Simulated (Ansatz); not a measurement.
# How fast states decay through CsLi2IBr2, part 2 of 3

Wanted: the relaxed cell of CsLi2IBr2, its band edges and its decay constants. It is built by putting I for part of the Br in the CsLi2Br3 structure of space group Immm, with the volume rescaled by atomic radii. The parent structure comes from the Materials Project.

Ansatz 0.2.0; LDA DFT, plane waves, PAW files (the session's first sound run).

So far. Step 2 (Relaxing the new crystal): The largest force component on a free atom ends at 0.0019 eV/Å.

The structure was built from a prototype and need not be the compound's stable phase.

## 3. The bulk crystal and its band edges

The energy window and the wavevectors of the next steps follow from the band edges, so these are searched first, off the mesh as well.

input.yaml

```yaml
crystal:
  lattice:
    - [-2.243970921, 2.8458201445, 6.7430438499]
    - [2.243970921, -2.8458201445, 6.7430438499]
    - [2.243970921, 2.8458201445, -6.7430438499]
  atoms:
    - { symbol: Cs, position: [0.0, 0.5, 0.5] }
    - { symbol: Li, position: [0.2984606317, 0.7984606317, 0.5] }
    - { symbol: Li, position: [0.7015393683, 0.2015393683, 0.5] }
    - { symbol: Br, position: [0.7866297142, 0.7866297142, 0.0] }
    - { symbol: Br, position: [0.2133702858, 0.2133702858, 0.0] }
    - { symbol: I, position: [0.5, 0.0, 0.5] }
kpoints:
  mp_grid: { grid: [6, 6, 6] }
  band_path: { path: [VBM, CBM], npoints: 30 }
scf:
  occupations: { method: fixed }
hamiltonian:
  xc: lda
output:
  eigenvalues: true
  write_potential: true
  write_density: true
  volumetric_format: npy
  elf: true
```

Started as:

```bash
$ ansatz run input.yaml --threads 2 --pin off --max-ram 4096MiB --backend cpu --events-out ev --progress --plain --runs-dir out
```

Numbers of over 12 decimals in the logs are rounded to 6 here.

What it wrote:

```text
[...]
Crystal: 6 atoms, lattice volume = 172.243 Å³
Basis set: ecut = 420 eV, 3381 PW (Γ)
Bands: 29, of which v1, the nominal top of the filled ones, is band 23 counted from 1 (22 counted from 0)
Symmetry: 8 space group operations
[...]
k-points: 46 of 216
[...]
SCF iter   1: F=—  HF=-18661.030862 eV  |F-HF|=—  |Δ(HF+E_count)|=         —  Δρ=4.27e-3  dr2=1.42e-2  ethr=1.77e-3  ⟨swp⟩=6.0  Hψ=5213  notcnv=0  defer=174
[...]
SCF iter   6: F=-18661.019317 eV  HF=-18661.019317 eV  |F-HF|=5.13e-9  |Δ(HF+E_count)|=   3.51e-7  Δρ=3.10e-6  dr2=2.05e-8  ethr=2.17e-10  ⟨swp⟩=13.9  Hψ=7697  notcnv=0
SCF 1 converged in 6 iterations: F = -18661.019317 eV  dr2 = 2.05e-8
[...]
NSCF: frozen V_eff on 46 k-points
[...]
SCF converged after 6 iterations
Free energy (F): -18661.019317 eV
[...]
Internal energy: -18661.019317 eV  (E = F + TS)
E sigma→0 (E₀):  -18661.019317 eV
Fermi energy:    3.215006 eV
[...]
--- Band table (eV; the first three rows and the last of 46) ---
  k-point 0: bands = [... 19 lower, 2.2407, 2.7393, 3.1507, 3.2150, 7.2365, 8.0637, 8.8482, 9.0171, ... 2 higher]
  k-point 1: bands = [... 19 lower, 2.2026, 2.6382, 2.6553, 3.0545, 7.9718, 8.6858, 9.2093, 9.4312, ... 2 higher]
  k-point 2: bands = [... 19 lower, 2.1232, 2.3891, 2.5121, 2.9550, 8.1857, 8.9751, 9.2160, 9.6906, ... 2 higher]
  k-point 45: bands = [... 19 lower, 2.0605, 2.5332, 2.9375, 3.1832, 7.3094, 8.4806, 8.5045, 8.7283, ... 2 higher]
```

The job ended after 13 s (2 threads of Intel Xeon Platinum 8488C (Sapphire Rapids), shared host; peak memory 0.62 GiB; 23 s of CPU time).

This step gave:

- Fermi energy: 3.215 eV
- gap on the k-mesh: 4.021 eV
- gap on path: 4.021 eV, by band count; negative where bands overlap
- direct gap on path: 4.021 eV
- edge places on path: 0, 0 1/A along the path

Levels at VBM (eV): -6.83, -6.78, -6.53, -2.88, -2.31, -2.28, -1.49, -1.09, -0.97, -0.48, -0.06, 0.00, 4.02, 4.85, 5.63, 5.80, 6.25, 6.62.

Valence density in the ac plane of the conventional cell at fractional y = 0.000, with atoms of Cs and Li and Br and I within 0.2 Å of it. It is the smooth field of the valence electrons, not physical close to the nuclei.

Ten steps, logarithmic in the rise over the least value, from '0' (0 e/Å³) to '9' (15 e/Å³), each cell a mean:
```
00023433443100
00012334321000
11100111100011
43310000001234
34431000012343
34431000012343
43211267411233
11100267500011
00000011000000
00001122211000
00012456432100
00124799853100
00123689743100
00012344321100
00000111110000
00000023100000
22110378510112
44321155311244
24431000012343
44421000002344
33210000001123
10001122110000
00012344432100
00124432443100
```
Columns run along a (4.5 Å), rows up along c (13.5 Å), edges of the conventional cell, whose origin can differ from the input's. Atoms in or near the plane, at fractional coordinates: Cs at (0.50, 0.00), Li at (0.50, 0.30), Li at (0.50, 0.70), Br at (0.00, 0.79), Br at (0.00, 0.21), I at (0.50, 0.50).

ELF in the ac plane of the conventional cell at fractional y = 0.000, with atoms of Cs and Li and Br and I within 0.2 Å of it. It is the smooth field of the valence electrons, not physical close to the nuclei.

Ten even steps from '_' (0.01) to '@' (0.95), each cell a mean:
```
____--##@@%%==--**@@%%++..__
..____--**%%%%%%%%##++..____
**++--....::====--::..::==**
%%%%%%**--..______::++##%%%%
..==%%%%##--____..++%%@@##::
..==%%%%**::______==%%@@##::
%%%%%%##::..##%%==__++%%%%%%
****==::__::##%%++__..==++**
....____....::::::....____..
____::==**##########++--..__
__..++####****++**######--__
__::####**==::----**####++..
__::**####++----==**####++..
__..==######****######**--__
____..--++**********==::____
::::..______::::..____....::
####**==__::@@@@**__::++####
##%%@@%%--__++**--..**%%%%##
__--%%@@##::____..++%%@@**..
--**%%%%**::____..==##%%%%==
%%%%##++::________..--**%%%%
==--....::==****++--....::==
____..++%%%%%%%%%%%%**::____
____==%%@@##::..==%%@@**..__
```
Columns run along a (4.5 Å), rows up along c (13.5 Å), edges of the conventional cell, whose origin can differ from the input's. Atoms in or near the plane, at fractional coordinates: Cs at (0.50, 0.00), Li at (0.50, 0.30), Li at (0.50, 0.70), Br at (0.00, 0.79), Br at (0.00, 0.21), I at (0.50, 0.50).

Electrostatic potential energy in the ac plane of the conventional cell at fractional y = 0.000, with atoms of Cs and Li and Br and I within 0.2 Å of it. With pseudopotentials it is smooth inside the atoms' cores, unlike the true potential.

Ten even steps from '0' (-62 eV) to '9' (9 eV), each cell a mean:
```
99986566567999
99998766789999
99999999999999
57899999999986
00589999999720
00589988999720
67899755689986
99999755689999
99999988899999
99999988999999
99998777779999
99986799867999
99997789868999
99999777789999
99999999999999
99999877899999
99999744689999
35899866789864
00489999999710
02699999999831
78999999999998
99999988899999
99998666678999
99986566657999
```
Columns run along a (4.5 Å; values clipped at the 3rd and 97th percentile), rows up along c (13.5 Å), edges of the conventional cell, whose origin can differ from the input's. Atoms in or near the plane, at fractional coordinates: Cs at (0.50, 0.00), Li at (0.50, 0.30), Li at (0.50, 0.70), Br at (0.00, 0.79), Br at (0.00, 0.21), I at (0.50, 0.50).

The searched edges give 4.02 eV, as on the mesh.

## 4. Decaying states in the gap

This step: LDA DFT, plane waves, PAW files; complex bands by layer matching along the plane's normal (Ansatz 0.2.0).

The same crystal is laid in a cell whose first two vectors span the (001) plane (indices of the standard conventional cell, whose axes can be ordered otherwise than in the bulk input). At fixed energy and wavevector in the plane the solver finds all kz, real and complex. A few wavevectors are listed, (0, 0) and (0.5, 0) in units of the plane's reciprocal vectors; the slowest state needn't be among them.

input.yaml

```yaml
crystal:
  lattice:
    - [4.487941842, 0.0, 0.0]
    - [0.0, 5.691640289, 0.0]
    - [2.243970921, 2.845820144, 6.74304385]
  atoms:
    - { symbol: Cs, position: [0.5, 0.0, 0.0] }
    - { symbol: Li, position: [0.2015393683, 0.7015393683, 0.5969212634] }
    - { symbol: Li, position: [0.7984606317, 0.2984606317, 0.4030787366] }
    - { symbol: Br, position: [0.2133702858, 0.2133702858, 0.5732594284] }
    - { symbol: Br, position: [0.7866297142, 0.7866297142, 0.4267405716] }
    - { symbol: I, position: [0.0, 0.5, 0.0] }
kpoints:
  mp_grid: { grid: [6, 6, 6] }
scf:
  occupations: { method: fixed }
hamiltonian:
  xc: lda
output:
  eigenvalues: true
  transmission:
    leads: [[0, 0]]
    kpoints: [[0.0, 0.0], [0.5, 0.0]]
    e_range: [-1.0, 5.02]
    de: 0.1
```

What it wrote:

```text
[...]
Crystal: 6 atoms, lattice volume = 172.243 Å³
Basis set: ecut = 420 eV, 3381 PW (Γ)
Bands: 29, of which v1, the nominal top of the filled ones, is band 23 counted from 1 (22 counted from 0)
Symmetry: 8 space group operations
[...]
k-points: 46 of 216
[...]
SCF iter   1: F=—  HF=-18661.030918 eV  |F-HF|=—  |Δ(HF+E_count)|=         —  Δρ=4.27e-3  dr2=1.42e-2  ethr=1.77e-3  ⟨swp⟩=6.0  Hψ=5225  notcnv=0  defer=171
[...]
SCF iter   6: F=-18661.019318 eV  HF=-18661.019318 eV  |F-HF|=5.11e-9  |Δ(HF+E_count)|=   3.48e-7  Δρ=3.06e-6  dr2=2.01e-8  ethr=2.17e-10  ⟨swp⟩=14.0  Hψ=7468  notcnv=0
SCF 1 converged in 6 iterations: F = -18661.019318 eV  dr2 = 2.01e-8
[...]
transmission: 12 of 24 steps passed
transmission: 24 of 24 steps passed
SCF converged after 6 iterations
Free energy (F): -18661.019318 eV
[...]
Internal energy: -18661.019318 eV  (E = F + TS)
E sigma→0 (E₀):  -18661.019318 eV
Fermi energy:    3.215005 eV
[...]
--- Band table (eV; the first three rows and the last of 46) ---
  k-point 0: bands = [... 19 lower, 2.2407, 2.7393, 3.1507, 3.2150, 7.2365, 8.0637, 8.8482, 9.0171, ... 2 higher]
  k-point 1: bands = [... 19 lower, 2.2950, 2.5309, 3.1576, 3.1645, 7.4530, 7.9280, 8.8070, 9.0396, ... 2 higher]
  k-point 2: bands = [... 19 lower, 2.0823, 2.4322, 3.0349, 3.1738, 7.4301, 8.2269, 8.6522, 8.6948, ... 2 higher]
  k-point 45: bands = [... 19 lower, 2.4510, 2.5358, 2.7801, 2.9681, 7.7742, 8.6800, 9.1179, 9.5722, ... 2 higher]
--- Transmission ---
  basis      : 229 plane waves across, 12 finite elements along
  points     : 2, as listed
  energies   : 61 from -1.000000 to 5.000000 eV about the Fermi level, 0.100000 eV apart; the leads are filled to 2.010740 eV, and channels, transmission and decay are at 2.000000 eV
  crystal 0  : Cs1I1Li2Br2, at the sites [0, 0], period 6.7430 Å: whole cells are its period
    offset         : up to 0.0000 Å between an atom of the period and one for which it stands
    channels       : 0.000000e0 a spin
    conductance    : none, the energies end too early or step too widely for 300 K: set another output.transmission.e_range or a lower de, or, where they end at an eighth of basis.ecutwfc, a higher one
    slowest decay  : 0.3001 /Å at (0.0000, 0.0000)
```

Wall time 43 s (2 threads); peak memory 0.87 GiB.

Numbers from this step:

```
level to which the leads are filled                       : 2.011 eV from the Fermi level
decay constant at the filling level, zone centre          : 0.3001 Å⁻¹
decay constant at the filling level, slowest listed point : 0.3001 Å⁻¹
```

K parallel (0, 0); values up to 1.5 1/Å, a degenerate pair printed once or twice; energies at which all values exceed this have no row. The Im kz of the slowest decaying states by energy, zero at the highest filled level on the SCF mesh:

| energy (eV) | decay 1 (Å⁻¹) | decay 2 (Å⁻¹) | decay 3 (Å⁻¹) | decay 4 (Å⁻¹) |
| --- | --- | --- | --- | --- |
| -1.00 | 0.104 | 0.290 | 0.339 | 0.500 |
| -0.70 | 0.374 | 0.485 | 0.997 | 1.19 |
| -0.40 | 0.088 | 0.120 | 0.421 | 0.474 |
| -0.10 | 0.184 | 0.348 | 0.449 | 0.961 |
| 0.00 | 0.00491 | 0.203 | 0.230 | 0.456 |
| 0.20 | 0.232 | 0.293 | 0.421 | 0.467 |
| 0.50 | 0.263 | 0.449 | 0.477 | 0.497 |
| 0.80 | 0.283 | 0.480 | 0.531 | 0.563 |
| 1.10 | 0.296 | 0.479 | 0.549 | 0.633 |
| 1.40 | 0.302 | 0.473 | 0.558 | 0.646 |
| 1.70 | 0.304 | 0.462 | 0.560 | 0.656 |
| 2.00 | 0.300 | 0.447 | 0.558 | 0.638 |
| 2.30 | 0.292 | 0.428 | 0.552 | 0.601 |
| 2.60 | 0.278 | 0.404 | 0.542 | 0.567 |
| 2.90 | 0.259 | 0.374 | 0.530 | 0.533 |
| 3.20 | 0.232 | 0.336 | 0.499 | 0.515 |
| 3.50 | 0.194 | 0.285 | 0.464 | 0.497 |
| 3.80 | 0.134 | 0.212 | 0.425 | 0.476 |
| 4.10 | 0.382 | 0.452 | 0.568 | 0.626 |
| 4.40 | 0.0592 | 0.332 | 0.425 | 0.498 |
| 4.70 | 0.0111 | 0.271 | 0.393 | 0.418 |
| 5.00 | 0.119 | 0.188 | 0.320 | 0.357 |

K parallel (0.5, 0); values up to 1.5 1/Å, a degenerate pair printed once or twice; energies at which all values exceed this have no row. Table of Im kz of the slowest decaying states by energy, zero at the highest filled level on the SCF mesh:

| energy (eV) | decay 1 (Å⁻¹) | decay 2 (Å⁻¹) | decay 3 (Å⁻¹) | decay 4 (Å⁻¹) |
| --- | --- | --- | --- | --- |
| -1.000 | 0.0812 | 0.424 | 0.451 | - |
| -0.500 | 0.319 | 0.384 | 0.497 | - |
| 0.000 | 0.430 | 0.578 | - | - |
| 0.500 | 0.465 | 0.612 | - | - |
| 1.000 | 0.482 | 0.626 | 1.47 | - |
| 1.500 | 0.487 | 0.629 | 1.43 | - |
| 2.000 | 0.484 | 0.621 | 1.38 | - |
| 2.500 | 0.473 | 0.607 | 1.33 | - |
| 3.000 | 0.455 | 0.585 | 1.28 | 1.46 |
| 3.500 | 0.430 | 0.556 | 1.22 | 1.41 |
| 4.000 | 0.397 | 0.520 | 1.17 | 1.36 |
| 4.500 | 0.353 | 0.474 | 1.11 | 1.31 |
| 5.000 | 0.293 | 0.415 | 1.04 | 1.26 |

At the listed wavevectors the last open channel is at -0.10 eV and the next at +4.10 eV on the grid. At +2.00 eV, the grid energy nearest the filling level (the middle of the gap on the SCF mesh), the slowest state at the listed wavevectors decays with κ = 0.300 Å⁻¹, its amplitude falling by e over 3.3 Å. Through 1 nm of this crystal that state's transmission falls by exp(−2 × 0.300 Å⁻¹ × 10 Å) = 0.0025.

## 5. Decay over the two-dimensional zone

The listed points could miss the slowest state, so one energy near mid-gap is solved on a mesh of 8×6.

Changes to input.yaml since step 4:

```diff
@@ -20,6 +20,2 @@
   eigenvalues: true
-  transmission:
-    leads: [[0, 0]]
-    kpoints: [[0.0, 0.0], [0.5, 0.0]]
-    e_range: [-1.0, 5.02]
-    de: 0.1
+  transmission: { leads: [[0, 0]], kmesh: [8, 6], e_range: [2.01, 2.02], de: 0.05 }
```

What it wrote:

```text
[...]
Crystal: 6 atoms, lattice volume = 172.243 Å³
Basis set: ecut = 420 eV, 3381 PW (Γ)
Bands: 29, of which v1, the nominal top of the filled ones, is band 23 counted from 1 (22 counted from 0)
Symmetry: 8 space group operations
[...]
k-points: 46 of 216
[...]
SCF iter   1: F=—  HF=-18661.030918 eV  |F-HF|=—  |Δ(HF+E_count)|=         —  Δρ=4.27e-3  dr2=1.42e-2  ethr=1.77e-3  ⟨swp⟩=6.0  Hψ=5225  notcnv=0  defer=171
[...]
SCF iter   6: F=-18661.019318 eV  HF=-18661.019318 eV  |F-HF|=5.11e-9  |Δ(HF+E_count)|=   3.48e-7  Δρ=3.06e-6  dr2=2.01e-8  ethr=2.17e-10  ⟨swp⟩=14.0  Hψ=7468  notcnv=0
SCF 1 converged in 6 iterations: F = -18661.019318 eV  dr2 = 2.01e-8
[...]
transmission: 22 of 220 steps passed
transmission: 44 of 220 steps passed
[...]
transmission: 220 of 220 steps passed
SCF converged after 6 iterations
Free energy (F): -18661.019318 eV
[...]
Internal energy: -18661.019318 eV  (E = F + TS)
E sigma→0 (E₀):  -18661.019318 eV
Fermi energy:    3.215005 eV
[...]
--- Band table (eV; the first three rows and the last of 46) ---
  k-point 0: bands = [... 19 lower, 2.2407, 2.7393, 3.1507, 3.2150, 7.2365, 8.0637, 8.8482, 9.0171, ... 2 higher]
  k-point 1: bands = [... 19 lower, 2.2950, 2.5309, 3.1576, 3.1645, 7.4530, 7.9280, 8.8070, 9.0396, ... 2 higher]
  k-point 2: bands = [... 19 lower, 2.0823, 2.4322, 3.0349, 3.1738, 7.4301, 8.2269, 8.6522, 8.6948, ... 2 higher]
  k-point 45: bands = [... 19 lower, 2.4510, 2.5358, 2.7801, 2.9681, 7.7742, 8.6800, 9.1179, 9.5722, ... 2 higher]
--- Transmission ---
  basis      : 229 plane waves across, 11 finite elements along
  points     : 20, standing for a mesh of 8 x 6
  energies   : 1 from 2.010000 to 2.010000 eV about the Fermi level; the leads are filled to 2.010740 eV, and channels, transmission and decay are at 2.010000 eV
[...]
channels       : 0.000000e0 a spin
    conductance    : none, crystal 0 has no channel at the energies, or these end too early or step too widely for 300 K: set another output.transmission.e_range or a lower de, or, where they end at an eighth of basis.ecutwfc, a higher one
    slowest decay  : 0.2999 /Å at (0.0000, 0.0000)
```

It took 23 s on 2 threads; peak memory 0.85 GiB.

Numbers from this step:

| Quantity | Value |
| --- | --- |
| least decay constant on the mesh | 0.2999 Å⁻¹ |

Slowest decay constant (1/Å; 0 where a channel is open) over k1 and k2. At 2.0100 eV from the Fermi level.

Values, 6 rows by 8 columns:
```
0.404 0.457 0.469 0.530 0.504 0.530 0.469 0.457
0.486 0.470 0.475 0.477 0.374 0.477 0.475 0.470
0.484 0.482 0.497 0.357 0.300 0.357 0.497 0.482
0.486 0.470 0.475 0.477 0.374 0.477 0.475 0.470
0.404 0.457 0.469 0.530 0.504 0.530 0.469 0.457
0.364 0.415 0.501 0.587 0.558 0.587 0.501 0.415
```
Columns: k1 (b1) from -0.5 to 0.375; rows upwards: k2 (b2) from -0.5 to 0.333.

The least value on the mesh is 0.300 Å⁻¹ at +2.01 eV. At that energy the listed points give about 0.300 Å⁻¹ by interpolation, so the mesh holds no clearly slower state.

(Part 2 of 3 ends here.)

[Logs are printed without paths, hosts, clocks, repeated set-up lines and the standing remarks that a program may print on its own settings, such as how far it seeks lower states.]

[Hosts, paths, dates, database ids (printed as entryN), source tags and the programs' standing remarks are cut or masked in the printed files.]
